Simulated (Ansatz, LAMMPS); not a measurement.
# Localised basis functions on amorphous Zn25Hg15S40 (80 atoms)

Wanted: errors and times of a linear-scaling basis for amorphous Zn25Hg15S40 (80 atoms). A setting counts as converged where the r.m.s. difference of forces stays under 1 % of the r.m.s. force.

Main program and level: Ansatz 0.2.0; Kohn-Sham DFT, PBE, PAW (set soft_2, large core), plane waves.

## (1) The structure

The cell holds 80 atoms: 25 Zn, 15 Hg and 40 S. Its edges and angles: a = 12.129 Å, b = 12.129 Å, c = 12.129 Å, α = 90.0°, β = 90.0°, γ = 90.0°. 80 atoms (25 Zn, 15 Hg, 40 S) placed at random at 5.51 g/cm³, melted at 2500 K for 10 ps at fixed volume with the Stillinger-Weber II-VI potential (Zhou et al., Phys. Rev. B 88, 085309 (2013)). Quenched from 2500 K to 300 K at 3 K/ps and fixed volume, held 5 ps, then minimised at fixed cell.

What the set-up can't give: The quench rate of 3 K/ps is orders of magnitude faster than experiment, which tends to freeze in extra defects. The network of bonds at the start is that of the classical potential that made the cell, and needn't be the one that DFT or experiment would give. Sampling is at Γ alone, for a cell whose shortest periodic width is 12 Å. Spin–orbit coupling is left out, which matters for the levels of the heavy elements.

## (2) How the cell was made

A classical potential makes the cell, at a small fraction of what the same run would cost in DFT.

This step: classical MD, Stillinger-Weber II-VI potential (Zhou et al., Phys. Rev. B 88, 085309 (2013)) (LAMMPS 22 Jul 2025 - Update 4).

in.lmp

```
# melt-quench of Zn25Hg15S40
units metal
atom_style atomic
boundary p p p
region box block 0 12.1288 0 12.1288 0 12.1288
create_box 3 box
mass 1 65.3800   # Zn
mass 2 200.5920   # Hg
mass 3 32.0600   # S
create_atoms 1 random 25 544596 NULL overlap 2.03 maxtry 2000
create_atoms 2 random 15 544603 NULL overlap 2.03 maxtry 2000
create_atoms 3 random 40 544610 NULL overlap 2.03 maxtry 2000
pair_style sw
pair_coeff * * CdTeZnSeHgS0.sw Zn Hg S
neigh_modify delay 0 every 1 check yes
thermo_style custom step time temp pe press density
thermo_modify norm yes
timestep 0.001
thermo 100
min_style cg
minimize 1e-4 1e-4 200 2000
reset_timestep 0
velocity all create 2500 544597 mom yes dist gaussian
fix lim all nve/limit 0.05
fix lan all langevin 2500 2500 0.1 544598 zero yes
thermo 500
run 1000 post no
unfix lim
unfix lan
thermo 1666
fix md all nvt temp 2500 2500 0.1
run 10000 post no
unfix md
thermo 73333
fix md all nvt temp 2500 300 0.1
run 733333 post no
unfix md
thermo 2500
fix md all nvt temp 300 300 0.1
run 5000 post no
unfix md
thermo 100
min_style cg
minimize 0 1e-3 2000 20000
write_dump all custom glass.dump id type xs ys zs modify sort id
```

Command:

```bash
lmp -in in.lmp -log none -nocite
```

Numbers of over 12 decimals in the logs are rounded to 6 here.

Log:

```text
LAMMPS (22 Jul 2025 - Update 4)
Created orthogonal box = (0 0 0) to (12.1288 12.1288 12.1288)
Created 25 atoms
Created 15 atoms
Created 40 atoms
   Step          Time           Temp          PotEng         Press         Density
         0   0              0              2.046532       950998.05      5.5149436
        90   0.09           0             -2.2076014      8116.6264      5.5149436
Loop time of 0.0410123 s on 1 MPI rank(s) for 90 steps with 80 atoms
Minimization stats:
  Stopping criterion = energy tolerance
  Energy initial, next-to-last, final =
      2.04653201887863   -2.2073921565967   -2.2076014289694
  Force two-norm initial, final = 181.22787 0.6190007
  Iterations, force evaluations = 90 125
   Step          Time           Temp          PotEng         Press         Density
         0   0              2500          -2.2076014      23399.23       5.5149436
       500   0.5            2462.3923     -1.876157       68906.8        5.5149436
[... 10 lines left out ...]
[... 1 line left out ...]
Loop time of 3.14515 s on 1 MPI rank(s) for 10000 steps with 80 atoms
   Step          Time           Temp          PotEng         Press         Density
[... 12 lines left out ...]
Loop time of 227.157 s on 1 MPI rank(s) for 733333 steps with 80 atoms
   Step          Time           Temp          PotEng         Press         Density
[... 2 lines left out ...]
    747500   747.5          291.13235     -2.4253774     -5973.6857      5.5149436
    749333   749.333        277.36852     -2.4221996     -1696.8519      5.5149436
Loop time of 1.50013 s on 1 MPI rank(s) for 5000 steps with 80 atoms
   Step          Time           Temp          PotEng         Press         Density
    749333   749.333        277.36852     -2.4221996     -1696.851       5.5149436
    749393   749.393        277.36852     -2.4610334     -9971.5324      5.5149436
Loop time of 0.0378975 s on 1 MPI rank(s) for 60 steps with 80 atoms
Minimization stats:
  Stopping criterion = force tolerance
  Energy initial, next-to-last, final =
     -2.42219957942149   -2.4610333612718  -2.46103336188257
  Force two-norm initial, final = 8.7692692 0.00087441475
  Iterations, force evaluations = 60 120
```

Run time: 3.9 min. Hardware: 1 thread of Arm Neoverse N1, shared host; peak memory 0.071 GiB.

## (3) Plane-wave single point

This run is the reference for what follows, at a cutoff of 420 eV.

input.yaml

```yaml
crystal:
  lattice:
    - [12.1288, 0.0, 0.0]
    - [0.0, 12.1288, 0.0]
    - [0.0, 0.0, 12.1288]
  atoms:
    - { symbol: Zn, position: [0.68621, 0.85038, 0.4495] }
    - { symbol: Zn, position: [0.95222, 0.52089, 0.71397] }
    - { symbol: Zn, position: [0.68337, 0.15092, 0.5759] }
    - { symbol: Zn, position: [0.94374, 0.00756, 0.52239] }
    - { symbol: Zn, position: [0.18113, 0.16363, 0.34758] }
    - { symbol: Zn, position: [0.23047, 0.96529, 0.13483] }
    - { symbol: Zn, position: [0.61197, 0.3413, 0.32682] }
    - { symbol: Zn, position: [0.21628, 0.83556, 0.41526] }
    - { symbol: Zn, position: [0.44773, 0.0444, 0.38721] }
    - { symbol: Zn, position: [0.6853, 0.00857, 0.91502] }
    - { symbol: Zn, position: [0.40698, 0.31812, 0.55511] }
    - { symbol: Zn, position: [0.73225, 0.08388, 0.2665] }
    - { symbol: Zn, position: [0.07262, 0.39628, 0.98849] }
    - { symbol: Zn, position: [0.05228, 0.67072, 0.16582] }
    - { symbol: Zn, position: [0.68434, 0.49104, 0.57883] }
    - { symbol: Zn, position: [0.52384, 0.86792, 0.16286] }
    - { symbol: Zn, position: [0.29709, 0.46618, 0.78839] }
    - { symbol: Zn, position: [0.22606, 0.01732, 0.59496] }
    - { symbol: Zn, position: [0.42568, 0.656, 0.56918] }
    - { symbol: Zn, position: [0.16919, 0.51184, 0.46434] }
    - { symbol: Zn, position: [0.45738, 0.17507, 0.10794] }
    - { symbol: Zn, position: [0.89787, 0.32838, 0.42049] }
    - { symbol: Zn, position: [0.84715, 0.81807, 0.14938] }
    - { symbol: Zn, position: [0.92142, 0.66314, 0.434] }
    - { symbol: Zn, position: [0.44715, 0.48812, 0.05853] }
    - { symbol: Hg, position: [0.12145, 0.27608, 0.61794] }
    - { symbol: Hg, position: [0.3984, 0.75265, 0.89554] }
    - { symbol: Hg, position: [0.68455, 0.63345, 0.94864] }
    - { symbol: Hg, position: [0.96915, 0.06831, 0.05665] }
    - { symbol: Hg, position: [0.73605, 0.72927, 0.69727] }
    - { symbol: Hg, position: [0.57615, 0.30247, 0.81747] }
    - { symbol: Hg, position: [0.17603, 0.71418, 0.72786] }
    - { symbol: Hg, position: [0.25344, 0.3928, 0.21067] }
    - { symbol: Hg, position: [0.91953, 0.2045, 0.81124] }
    - { symbol: Hg, position: [0.47329, 0.92355, 0.68551] }
    - { symbol: Hg, position: [0.61146, 0.6354, 0.2883] }
    - { symbol: Hg, position: [0.7651, 0.33819, 0.05128] }
    - { symbol: Hg, position: [0.25105, 0.1369, 0.82264] }
    - { symbol: Hg, position: [0.06216, 0.92429, 0.84354] }
    - { symbol: Hg, position: [0.33533, 0.67104, 0.2474] }
    - { symbol: S, position: [0.09297, 0.33671, 0.39904] }
    - { symbol: S, position: [0.89716, 0.63906, 0.00432] }
    - { symbol: S, position: [0.09174, 0.99022, 0.39773] }
    - { symbol: S, position: [0.79679, 0.38996, 0.25966] }
    - { symbol: S, position: [0.03856, 0.89665, 0.17983] }
    - { symbol: S, position: [0.82594, 0.63519, 0.26364] }
    - { symbol: S, position: [0.95361, 0.71833, 0.76225] }
    - { symbol: S, position: [0.8723, 0.49575, 0.53264] }
    - { symbol: S, position: [0.71667, 0.14941, 0.77511] }
    - { symbol: S, position: [0.11172, 0.20481, 0.97217] }
    - { symbol: S, position: [0.25712, 0.48884, 0.97863] }
    - { symbol: S, position: [0.10783, 0.67398, 0.36522] }
    - { symbol: S, position: [0.61008, 0.66543, 0.50512] }
    - { symbol: S, position: [0.66086, 0.49239, 0.77739] }
    - { symbol: S, position: [0.5536, 0.16281, 0.27494] }
    - { symbol: S, position: [0.37851, 0.29549, 0.74598] }
    - { symbol: S, position: [0.47443, 0.46766, 0.26378] }
    - { symbol: S, position: [0.04558, 0.07007, 0.68283] }
    - { symbol: S, position: [0.89981, 0.41412, 0.87912] }
    - { symbol: S, position: [0.82543, 0.14243, 0.43831] }
    - { symbol: S, position: [0.36168, 0.4956, 0.47617] }
    - { symbol: S, position: [0.30227, 0.818, 0.59419] }
    - { symbol: S, position: [0.76497, 0.12817, 0.07443] }
    - { symbol: S, position: [0.57829, 0.99436, 0.52266] }
    - { symbol: S, position: [0.35688, 0.90162, 0.27403] }
    - { symbol: S, position: [0.22413, 0.71371, 0.06999] }
    - { symbol: S, position: [0.6003, 0.32246, 0.52149] }
    - { symbol: S, position: [0.86511, 0.82566, 0.53371] }
    - { symbol: S, position: [0.43847, 0.59586, 0.75356] }
    - { symbol: S, position: [0.60592, 0.82884, 0.8321] }
    - { symbol: S, position: [0.69495, 0.8936, 0.25684] }
    - { symbol: S, position: [0.32142, 0.15427, 0.48428] }
    - { symbol: S, position: [0.85856, 0.89212, 0.94566] }
    - { symbol: S, position: [0.14122, 0.49967, 0.66564] }
    - { symbol: S, position: [0.51344, 0.68603, 0.06943] }
    - { symbol: S, position: [0.03722, 0.46201, 0.17514] }
    - { symbol: S, position: [0.50625, 0.00537, 0.02435] }
    - { symbol: S, position: [0.5528, 0.32541, 0.02054] }
    - { symbol: S, position: [0.27461, 0.94202, 0.9402] }
    - { symbol: S, position: [0.26252, 0.16506, 0.16035] }
kpoints:
  mp_grid: { grid: [1, 1, 1] }
hamiltonian:
  xc: pbe
  pseudopotentials: { kind: paw, core: large }
scf:
  occupations: { method: fermi_dirac, width: 0.025 }
output:
  forces: true
  stress: true
  populations: true
  dos:
    method: { smearing: { sigma: 0.15 } }
    de: 0.1
    projected: { site_lists: { Hg: [Hg], S: [S], Zn: [Zn] } }
  eigenvalues: true
  write_density: true
  write_potential: true
  volumetric_format: npy
  elf: true
```

Command:

```bash
ansatz run input.yaml --threads 4 --pin off --max-ram 8192MiB --backend cpu --events-out ev --progress --plain --runs-dir out
```

Log:

```text
Engine: ansatz 0.2.0, aarch64-unknown-linux-gnu
Pseudopotentials: kind: paw
Pseudopotential: Zn, paw, valence charge 12, recommended cutoff 420 eV (normal), Zn.paw.azcp
Pseudopotential: Hg, paw, valence charge 12, recommended cutoff 420 eV (normal), Hg.paw.azcp#standard-large-core
Pseudopotential: S, paw, valence charge 6, recommended cutoff 420 eV (normal), S.paw.azcp
[... 5 lines on functional and potentials left out ...]
Crystal: 80 atoms, lattice volume = 1784.241 Å³
Basis set: ecut = 420 eV, 34889 PW (Γ), exchange–correlation on 180×180×180 points (8 copies of the dense FFT grid, shifted against one another)
Bands: 440, of which v1, the nominal top of the filled ones, is band 360 counted from 1 (359 counted from 0)
Symmetry: 1 space group operations
Space group: P1 (ITA 1), of the structure as read, at distance tolerance 1.2e-4 Å
k-points: 1
[... 7 lines on functional and potentials left out ...]
Initial density: superposition of atomic densities (chi_scale 0.1, normalization cell, long waves kept (reshape's long-wave potential 0.56 eV rms))
Initial wavefunctions: pseudopotential atomic-orbital guess
Functional: x = pbe(κ = 0.804, μ = 0.219515), c = pbe(β = 0.066725)
SCF iter   1: F=—  HF=-284222.339258 eV  |F-HF|=—  |Δ(HF+E_count)|=         —  Δρ=4.05e-2  dr2=6.27e1  ethr=3.10e-3  ⟨swp⟩=6.0  Hψ=1615  notcnv=0  defer=23
preconditioner: auto → LDOS  [metal: Δε(μ)=0.008 eV  Ē_g=9.788 eV  σ=0.025 eV  W_gap=0.08  n_scr=388 (ndim 8)  ℏωp=23.6 eV  f_vac=0.030  D(μ)=39.86/eV (n_scr^D=250)  β→1.0]
SCF iter   2: F=—  HF=-284223.366301 eV  |F-HF|=—  |Δ(HF+E_count)|=    1.03e0  Δρ=4.74e-2  dr2=7.40e1  ethr=3.10e-3  ⟨swp⟩=3.0  Hψ=878  notcnv=0  defer=66
SCF iter   3: F=—  HF=-284210.253800 eV  |F-HF|=—  |Δ(HF+E_count)|=    1.31e1  Δρ=8.81e-3  dr2=3.29e0  ethr=3.10e-3  ⟨swp⟩=3.0  Hψ=841  notcnv=0  defer=66
SCF iter   4: F=—  HF=-284209.915119 eV  |F-HF|=—  |Δ(HF+E_count)|=   3.39e-1  Δρ=4.24e-3  dr2=6.43e-1  ethr=4.56e-4  ⟨swp⟩=3.0  Hψ=843  notcnv=0  defer=65
SCF iter   5: F=—  HF=-284209.865097 eV  |F-HF|=—  |Δ(HF+E_count)|=   5.00e-2  Δρ=2.85e-3  dr2=2.39e-1  ethr=8.94e-5  ⟨swp⟩=2.0  Hψ=708  notcnv=0  defer=65
SCF iter   6: F=—  HF=-284209.825168 eV  |F-HF|=—  |Δ(HF+E_count)|=   3.99e-2  Δρ=1.44e-3  dr2=9.53e-2  ethr=3.32e-5  ⟨swp⟩=2.0  Hψ=699  notcnv=0  defer=65
SCF iter   7: F=—  HF=-284209.818130 eV  |F-HF|=—  |Δ(HF+E_count)|=   7.04e-3  Δρ=9.35e-4  dr2=3.69e-2  ethr=1.32e-5  ⟨swp⟩=2.0  Hψ=694  notcnv=0  defer=65
SCF iter   8: F=—  HF=-284209.814457 eV  |F-HF|=—  |Δ(HF+E_count)|=   3.67e-3  Δρ=6.20e-4  dr2=1.43e-2  ethr=5.12e-6  ⟨swp⟩=2.0  Hψ=658  notcnv=0  defer=65
SCF iter   9: F=—  HF=-284209.812538 eV  |F-HF|=—  |Δ(HF+E_count)|=   1.92e-3  Δρ=3.32e-4  dr2=4.82e-3  ethr=1.99e-6  ⟨swp⟩=2.0  Hψ=816  notcnv=0  defer=65
SCF iter  10: F=—  HF=-284209.812110 eV  |F-HF|=—  |Δ(HF+E_count)|=   4.28e-4  Δρ=1.99e-4  dr2=1.89e-3  ethr=6.69e-7  ⟨swp⟩=2.0  Hψ=671  notcnv=0  defer=65
SCF iter  11: F=—  HF=-284209.811958 eV  |F-HF|=—  |Δ(HF+E_count)|=   1.52e-4  Δρ=1.33e-4  dr2=6.75e-4  ethr=2.62e-7  ⟨swp⟩=2.0  Hψ=684  notcnv=0  defer=65
SCF iter  12: F=—  HF=-284209.811872 eV  |F-HF|=—  |Δ(HF+E_count)|=   8.55e-5  Δρ=7.34e-5  dr2=2.22e-4  ethr=9.37e-8  ⟨swp⟩=2.0  Hψ=686  notcnv=0  defer=65
SCF iter  13: F=—  HF=-284209.811785 eV  |F-HF|=—  |Δ(HF+E_count)|=   8.72e-5  Δρ=4.00e-5  dr2=7.25e-5  ethr=3.09e-8  ⟨swp⟩=2.0  Hψ=684  notcnv=0  defer=65
SCF iter  14: F=—  HF=-284209.814135 eV  |F-HF|=—  |Δ(HF+E_count)|=   2.35e-3  Δρ=2.34e-5  dr2=2.42e-5  ethr=1.01e-8  ⟨swp⟩=2.0  Hψ=658  notcnv=0  defer=65
SCF iter  15: F=—  HF=-284209.814133 eV  |F-HF|=—  |Δ(HF+E_count)|=   2.16e-6  Δρ=1.38e-5  dr2=8.47e-6  ethr=3.36e-9  ⟨swp⟩=2.0  Hψ=679  notcnv=0  defer=65
SCF iter  16: F=—  HF=-284209.814132 eV  |F-HF|=—  |Δ(HF+E_count)|=   7.33e-7  Δρ=9.59e-6  dr2=3.62e-6  ethr=1.18e-9  ⟨swp⟩=2.0  Hψ=576  notcnv=0  defer=65
SCF iter  17: F=—  HF=-284209.814132 eV  |F-HF|=—  |Δ(HF+E_count)|=   2.76e-7  Δρ=5.50e-6  dr2=1.34e-6  ethr=5.03e-10  ⟨swp⟩=2.0  Hψ=684  notcnv=0  defer=65
SCF iter  18: F=—  HF=-284209.814132 eV  |F-HF|=—  |Δ(HF+E_count)|=   7.66e-8  Δρ=3.50e-6  dr2=5.19e-7  ethr=1.85e-10  ⟨swp⟩=2.0  Hψ=568  notcnv=0  defer=65
SCF iter  19: F=—  HF=-284209.814132 eV  |F-HF|=—  |Δ(HF+E_count)|=   4.54e-8  Δρ=2.00e-6  dr2=1.92e-7  ethr=7.22e-11  ⟨swp⟩=2.0  Hψ=683  notcnv=0  defer=65
SCF iter  20: F=-284209.814132 eV  HF=-284209.814132 eV  |F-HF|=6.26e-8  |Δ(HF+E_count)|=   1.19e-8  Δρ=1.33e-6  dr2=7.59e-8  ethr=1.39e-11  ⟨swp⟩=15.0  Hψ=3533  notcnv=0
SCF 1 converged in 20 iterations: F = -284209.814132 eV  dr2 = 7.59e-8
  greatest PAW one-centre occupation: 0.986 electrons in one spin orbital (limit 2), on the Zn atom at site 9 (counted from 0), in its partial waves of l = 2
SCF converged after 20 iterations
Free energy (F): -284209.814132 eV
Harris-Foulkes:  -284209.814132 eV  (|F-HF|=6.26e-8)
Internal energy: -284209.728410 eV  (E = F + TS)
E sigma→0 (E₀):  -284209.771271 eV
Entropy (-TS):   -0.085722 eV (-1.072 meV/atom)
Fermi energy:    6.505511 eV
--- Per-component energies (eV) ---
  E_band       = 283.530128
  E_kinetic    = 12757.146846
  E_local      = -67515.751659  (includes V_loc(G=0)·N_el)
  E_nonlocal   = 19966.578977
  E_hartree    = 27308.906911
  E_xc         = -11671.042627
  E_vxc        = -6883.051865  (∫ρ·V_xc dr)
  E_paw        = -217404.574196  (= ΣΔE_a)
  E_vpaw       = -12659.197742  (= ΣTr[D̂ρ^β])
  E_aug_tail   = -0.013476  (compensation charges beyond the density's cutoff)
  E_ewald      = -47650.979186
  E_smearing   = -0.085722  (= −TS)
  E_closure    = -0.000000  (closes the sum)
  Σ components = -284209.814132   (vs F -284209.814132, Δ=0.00e0)
--- Forces (eV/Å), atoms counted from 1 ---
  atom   1  Zn     0.63344368    -0.24720752     0.04755478
  atom   2  Zn    -0.21205573     0.27768684     0.27442884
  atom   3  Zn     0.19303139     0.16331268     0.01465681
  atom   4  Zn     0.01209681    -0.17044973    -0.37496889
  atom   5  Zn     0.19492899    -0.16415262    -0.21230507
  atom   6  Zn    -0.20411730    -0.16170308    -0.32131732
  atom   7  Zn     0.57798281    -0.05820153    -0.23199318
  atom   8  Zn    -0.46576375     0.13174837    -0.31258747
  atom   9  Zn     0.06674257     0.27265186    -0.31335702
  atom  10  Zn     0.13274521    -0.40817288     0.41607670
  atom  11  Zn     0.09554817     0.44540274    -0.12156561
  atom  12  Zn    -0.29647921     0.35375324    -0.25631205
  atom  13  Zn    -0.29030381     0.27652344     0.52612995
  atom  14  Zn     0.19993670    -0.55848107    -0.40998155
[...]
atom  79  S     -0.66809548    -0.07360457    -0.55899689
  atom  80  S      0.17868595    -0.15395407     0.69692713
  max |Σ_I F_I| component: 4.61e-5 eV/Å
--- Stress (GPa, compression-positive) ---
       -2.199252      -0.560301      -0.383186
       -0.560301      -1.845001       0.464913
       -0.383186       0.464913      -0.942441
  P = ⅓ Tr σ = -1.6622 GPa (-16.622 kbar)
--- Band table (eV) ---
  k-point 0: bands = ["-7.3290", "-7.1099", "-7.0194", "-6.8733", [... 424 levels ...], "11.6790", "11.7340", "11.7709", "11.8207", "11.8271", "11.8940", "11.9328", "11.9614", "12.0501", "12.0741", "12.0775", "12.1272"]
--- Löwdin populations: 80 sites ---
  site symbol       q [e]
     0     Zn     10.7625
     1     Zn     10.7647
     2     Zn     10.7415
[...]
79      S      6.9476
  spilling = 0.010686 (of n_electrons = 720.000000)
```

The job ended after 92 s (4 threads of Arm Neoverse N1, shared host; peak memory 2.6 GiB; 5.9 min of CPU time).

The program notes that potentials were chosen by core size.

Read from the output:

```
free energy                             : -284209.8141 eV
free energy per atom                    : -3552.6227 eV/atom
SCF cycles                              : 20
pressure                                : -1.662 GPa
r.m.s. force component                  : 0.3955 eV/Å
longest force                           : 1.268 eV/Å
Fermi energy                            : 6.506 eV
levels partly filled by over 2 per cent : 5
spilling of the projection              : 0.01069
```

The r.m.s. force component of 0.40 eV/Å and the pressure of -1.7 GPa set the scale for the differences below.

(Continued in part 2 of 3.)

[Logs are printed without paths, hosts, clocks, repeated set-up lines and the standing remarks that a program may print on its own settings, such as how far it seeks lower states.]

[Hosts, paths, dates, database ids (printed as entryN), source tags and the programs' standing remarks are cut or masked in the printed files.]
